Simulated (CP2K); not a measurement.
Consider azetidine at its PBE geometry (Å).

```xyz
11

C    -0.0117    0.8244   -0.5396
C     1.0574   -0.0969    0.0972
N     0.0302   -1.1770    0.1741
C    -1.0543   -0.1585    0.0502
H    -0.0492    1.8646   -0.2001
H     0.0151    0.7967   -1.6347
H     1.9435   -0.3522   -0.5016
H     1.3899    0.2786    1.0817
H     0.0261   -1.7143    1.0432
H    -1.4514    0.1980    1.0175
H    -1.8957   -0.4634   -0.5878
```

Method: CP2K XAS_TDP, all-electron GAPW, PBEh(45%), aug-cc-pVDZ, TDA, GW2X-corrected core level, no relativity.

Predict the bright core excitations at the N K edge.

Leading lines: N3 402.79 eV. The leading line of an atom is its first one with 35 % of the strongest within 2.5 eV of its lowest line over the strength cut. Core ionisation energies at this level: N3 405.07 eV.

The first six lines of each atom with a strength over 0.0015:

| atom | energy (eV) | states | strength, one atom | above the computed threshold |
| --- | --- | --- | --- | --- |
| N3 (bonded to 2 C and H) | 402.79 | 1 | 0.0090 |  |
|  | 403.78 | 1 | 0.0045 |  |
|  | 403.80 | 1 | 0.0155 |  |
|  | 404.82 | 1 | 0.0144 |  |
|  | 404.94 | 1 | 0.0015 |  |
|  | 405.00 | 1 | 0.0224 |  |

Lines are vertical, at one geometry, with no vibrational structure. GW2X ionisation energies and lines can be off by 1 to 2 eV either way, and a good line position may hide errors that cancel. These values hold no scalar relativity, about 0.2 eV for N 1s. Rydberg lines, and the discretised continuum above threshold, depend on the basis and the box.

[Banner, clock and machine lines of the logs are left out without a mark of their own.]

[Logs are printed without paths, hosts, clocks, repeated set-up lines and the standing remarks that a program may print on its own settings, such as how far it seeks lower states.]

[Hosts, paths, dates, database ids (printed as entryN), source tags and the programs' standing remarks are cut or masked in the printed files.]
